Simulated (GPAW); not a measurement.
# Y L₃ ELNES/XANES of YSi2 (P6/mmm) from DFT, part 3 of 3

Aim: the near-edge shape at the Y L₃ edge of YSi2 (P6/mmm), and what the core hole does to it.

GPAW 26.7.0; X-ray absorption from dipole matrix elements to empty bands, plane-wave PAW LDA.

So far. Step 5 (Spectrum with XCH, Y atom 1): Main maxima below 30 eV (height): 1.8 eV (3.12), 18.0 eV (0.62) and 29.0 eV (0.87).  Step 6 (Spectrum with FCH, Y atom 1): The scaled spectrum changes by 8 % r.m.s. The highest intensity below 24 eV goes from 1.8 eV (3.12) to 2.0 eV (3.14).

### 7. Spectrum with XCH, Y atom 1

A test of how far the result depends on this setting.

Changed against the first core-hole run: broadening from Gaussian full width 1.5 eV up to 4 eV, rising linearly to 3.5 eV at 25 eV to Gaussian full width 0.5 eV up to 4 eV, rising linearly to 1.5 eV at 25 eV.

xas.py reads:

```python
import numpy as np
from ase import Atoms
from ase.parallel import parprint, paropen
from gpaw import GPAW, PW, FermiDirac, Mixer, MixerDif, setup_paths
from gpaw.test import gen
setup_paths.insert(0, '.')
gen('Y', name='fch2p', xcname='LDA', corehole=(2, 1, 1), write_xml=True)
from gpaw.mpi import world
world.barrier()

atoms = Atoms('Y6Si12',
    cell=[[5.775, -3.3341978, 0],
     [-5.775, -3.3341978, 0],
     [0, 0, -8.28]],
    scaled_positions=[[0, 0, 0],
     [0.66666667, 0.33333333, 0],
     [0, 0, 0.5],
     [0.33333333, 0.66666667, 0],
     [0.66666667, 0.33333333, 0.5],
     [0.33333333, 0.66666667, 0.5],
     [0, 0.66666667, 0.75],
     [0.66666667, 0, 0.75],
     [0, 0.66666667, 0.25],
     [0.33333333, 0.33333333, 0.75],
     [0.66666667, 0, 0.25],
     [0.33333333, 0.33333333, 0.25],
     [0.66666667, 0.66666667, 0.75],
     [0.33333333, 0, 0.75],
     [0.66666667, 0.66666667, 0.25],
     [0, 0.33333333, 0.75],
     [0.33333333, 0, 0.25],
     [0, 0.33333333, 0.25]],
    pbc=True)
atoms.calc = calc = GPAW(legacy_gpaw=True, mode=PW(430), xc='LDA', setups={0: 'fch2p'},
    kpts={'size': (3, 3, 2), 'gamma': True}, occupations=FermiDirac(0.1),
    charge=-1, mixer=Mixer(0.1, 5, 50), maxiter=150,
    convergence={'density': 0.0001}, txt='scf.txt')
energy = atoms.get_potential_energy() + calc.get_reference_energy()
ef = calc.get_fermi_level()
out = dict(energy=energy, fermi=ef, forces=atoms.get_forces().tolist())
parprint(f'all-electron energy {energy:.4f} eV, Fermi level {ef:.4f} eV')
ev = np.array([[calc.get_eigenvalues(k, s) for k in range(len(calc.get_ibz_k_points()))] for s in range(calc.get_number_of_spins())])
out['homo'], out['lumo'], out['counts'] = ev[ev < ef].max(), ev[ev > ef].min(), sorted(set((ev < ef).sum((0, 2)).tolist()))
out['filled'] = (ev[:, 0] < ef).sum(1).tolist()

from ase.units import Ha
from gpaw.xas import dipole_matrix_elements
nb = int(calc.get_number_of_electrons() / 2) + 222
top, nb = nb, nb + 8 + nb // 12
nscf = calc.fixed_density(kpts={'size': (3, 3, 3), 'gamma': True}, nbands=nb,
    convergence={'bands': top, 'eigenstates': 1e-5}, maxiter=60, txt='nscf.txt')
cell = atoms.cell.array
ops = [cell.T @ U.T @ np.linalg.inv(cell.T) for U in nscf.wfs.kd.symmetry.op_scc]
E = np.arange(-6, 34, 0.1)
fwhm = np.interp(E, [4, 25], [0.5, 1.5])
Y, X, zero, highest = 0, 0, 1e9, 1e9
for spin in range(nscf.get_number_of_spins()):
    wfs = nscf.wfs
    A = dipole_matrix_elements(wfs.setups[0])
    eps = np.zeros((wfs.kd.nibzkpts, nb))
    d = np.zeros((3, A.shape[1], wfs.kd.nibzkpts, nb), complex)
    for kpt in wfs.kpt_u:
        if kpt.s == spin and 0 in kpt.P_ani:
            eps[kpt.k] = kpt.eps_n * Ha
            d[:, :, kpt.k] = (kpt.weight * wfs.nspins / 2) ** 0.5 * np.inner(A, kpt.P_ani[0])
    world.sum(eps)
    world.sum(d)
    T = np.einsum('amkn,bmkn->abkn', d, d.conj()).real
    T = sum(np.einsum('ai,ijkn,bj->abkn', R, T, R) for R in ops) / len(ops)
    empty = eps > ef
    zero, highest = min(zero, eps[empty].min()), min(highest, eps[:, top - 1].min())
    lines = [(eps, T, empty)] if spin == 0 else lines + [(eps, T, empty)]
for eps, T, empty in lines:
    f = np.einsum('aakn->akn', T).reshape(3, -1)
    x = eps.ravel() - zero
    w = np.interp(x, E, fwhm) / 2.35482
    g = np.exp(-0.5 * ((E[:, None] - x) / w) ** 2) / (w * (2 * np.pi) ** 0.5)
    Y = Y + (f * empty.ravel()) @ g.T
    X = X + (f * ~empty.ravel()) @ g.T
out.update(E=E.round(2).tolist(), xas=Y.tolist(), xes=X.tolist(), zero=zero, valid=highest - zero, nk=len(eps), nb=nb)
for i in range(0, len(E), 10):
    parprint(f'{E[i]:7.2f}', *(f'{v:10.3e}' for v in Y[:, i]))
import json
with paropen('out.json', 'w') as f:
    json.dump(out, f)
```

Run with:

```
> OMP_NUM_THREADS=1 mpirun -n 4 gpaw python xas.py
```

Numbers of over 12 decimals in the logs are rounded to 6 here.

Output:

```text
Input parameters:
  charge: -1
  convergence: {density: 0.0001}
  kpts: {gamma: True,
         size: (3, 3, 2)}
  maxiter: 150
  mixer: {backend: pulay,
          beta: 0.1,
          method: separate,
          nmaxold: 5,
          weight: 50}
  mode: {ecut: 430.0,
         name: pw}
  occupations: {fixmagmom: False,
                name: fermi-dirac,
                width: 0.1}
  setups: {0: fch2p}

Initialize ...

[...]
*d    :     0.534913
--------------------------------

Diagonalizing with gridspacing h=0.050

state   all-electron     PAW
-------------------------------
4s:      -2.317952    -2.318410
4p:      -1.537864    -1.538528
4d:      -0.465087    -0.465594
*f:                   -0.036509
-------------------------------
all-electron energy -644249.9638 eV, Fermi level 9.2781 eV
[...]
32.00  1.515e-05  1.515e-05  1.600e-05
  33.00  1.418e-05  1.418e-05  1.371e-05
[key lines of the parts left out:]
Converged after 19 iterations.
Dipole moment: (0.000000, -0.000000, 0.000000) |e|*Ang
Free energy:   -123.449499
Fermi level: 9.27807
```

The job ended after 3.1 min (4 MPI ranks of Arm Neoverse V2, shared host; peak memory 0.53 GiB; 13 min of CPU time).

```
E (eV)  first run  this run
  -2.0       0.00      0.00
  -1.0       0.04      0.00
   0.0       0.70      0.25
   1.0       2.56      3.21
   2.0       3.06      3.01
   3.0       2.58      3.14
   4.0       1.60      1.48
   5.0       1.00      0.94
   6.0       0.94      1.15
   7.0       0.82      0.74
   8.0       0.75      0.82
   9.0       0.61      0.66
  10.0       0.52      0.47
  11.0       0.50      0.56
  12.0       0.51      0.39
  13.0       0.55      0.74
  14.0       0.51      0.42
  15.0       0.46      0.40
  16.0       0.50      0.47
  17.0       0.58      0.56
  18.0       0.62      0.72
  19.0       0.56      0.62
  20.0       0.45      0.36
  21.0       0.39      0.32
  22.0       0.38      0.39
  23.0       0.40      0.38
  24.0       0.43      0.42
  25.0       0.50      0.38
  26.0       0.62      0.60
  27.0       0.75      0.82
  28.0       0.84      0.87
  29.0       0.87      0.94
  30.0       0.84      0.85
  31.0       0.78      0.75
```

Against the first run the r.m.s. difference is 18 %. The highest intensity below 24 eV goes from 1.8 eV (3.12) to 1.5 eV (3.91).

The photon energy of the zero moves by +0.00 eV.

### 8. What the core hole does

Both curves are counted from their own zero, so only the shift of weight within the empty states shows.

```
E (eV)  no hole   XCH
  -2.0     0.00  0.00
  -1.0     0.03  0.04
   0.0     0.28  0.70
   1.0     0.74  2.56
   2.0     1.40  3.06
   3.0     1.97  2.58
   4.0     2.52  1.60
   5.0     1.72  1.00
   6.0     1.36  0.94
   7.0     1.28  0.82
   8.0     1.06  0.75
   9.0     0.95  0.61
  10.0     0.80  0.52
  11.0     0.62  0.50
  12.0     0.63  0.51
  13.0     0.66  0.55
  14.0     0.62  0.51
  15.0     0.56  0.46
  16.0     0.55  0.50
  17.0     0.62  0.58
  18.0     0.70  0.62
  19.0     0.67  0.56
  20.0     0.55  0.45
  21.0     0.46  0.39
  22.0     0.42  0.38
  23.0     0.40  0.40
  24.0     0.41  0.43
  25.0     0.46  0.50
  26.0     0.57  0.62
  27.0     0.70  0.75
  28.0     0.82  0.84
  29.0     0.88  0.87
  30.0     0.91  0.84
  31.0     0.91  0.78
```

With each curve scaled to its own mean, the area from −2 to 6 eV with the hole is 12.0 against 9.3, and the centre of weight from −1 to 20 eV moves by -1.4 eV: the hole pulls the absorber's empty states down.

### 9. Results

- absorber and edge: Y L₃, atom 1 of the ground-state input (counted from 1)
- surroundings: 12 Si at 3.04 Å (12-fold, site symmetry 6/mmm)
- highest intensity below 24 eV: 1.8 eV above the zero, height 3.12

What this shows: The Y L₃ edge of atom 1, with 12 Si at 3.04 Å (12-fold, site symmetry 6/mmm), has its highest intensity of the first 24 eV at 1.8 eV above the zero, 3.1 times the mean level of the first 20 eV (Gaussian full width 1.5 eV up to 4 eV, rising linearly to 3.5 eV at 25 eV). With each curve scaled to its own mean, the area from −2 to 6 eV with the hole is 12.0 against 9.3, and the centre of weight from −1 to 20 eV moves by -1.4 eV: the hole pulls the absorber's empty states down. Changing the core hole to FCH alters the shape by 8 % r.m.s., a modest effect on the whole. Changing the broadening from Gaussian full width 1.5 eV up to 4 eV, rising linearly to 3.5 eV at 25 eV to Gaussian full width 0.5 eV up to 4 eV, rising linearly to 1.5 eV at 25 eV alters the shape by 18 % r.m.s., a modest effect on the whole. At the Y L₃ edge of atom 1 polarisation matters most near 2.8 eV, where the curves differ by 0.3 on this scale. Only the L₃ part is meant: spin–orbit coupling of the core level isn't computed and the L₂ copy isn't added. The mesh is coarse (0.36 Å⁻¹ between points), so small maxima may be mesh ripples. The structure is a published determination, not relaxed.

[Banner, clock and machine lines of the logs are left out without a mark of their own.]

[Logs are printed without paths, hosts, clocks, repeated set-up lines and the standing remarks that a program may print on its own settings, such as how far it seeks lower states.]

[Hosts, paths, dates, database ids (printed as entryN), source tags and the programs' standing remarks are cut or masked in the printed files.]

[Lists of maxima count a maximum above −3 eV only where it reaches 4 % of the highest in the window and stands out from its surroundings by 2 % of it (1.5 % where it reaches 55 %); shoulders and weaker maxima are passed over, and of the rest the first, up to two pre-edge ones and the few strongest are named.]
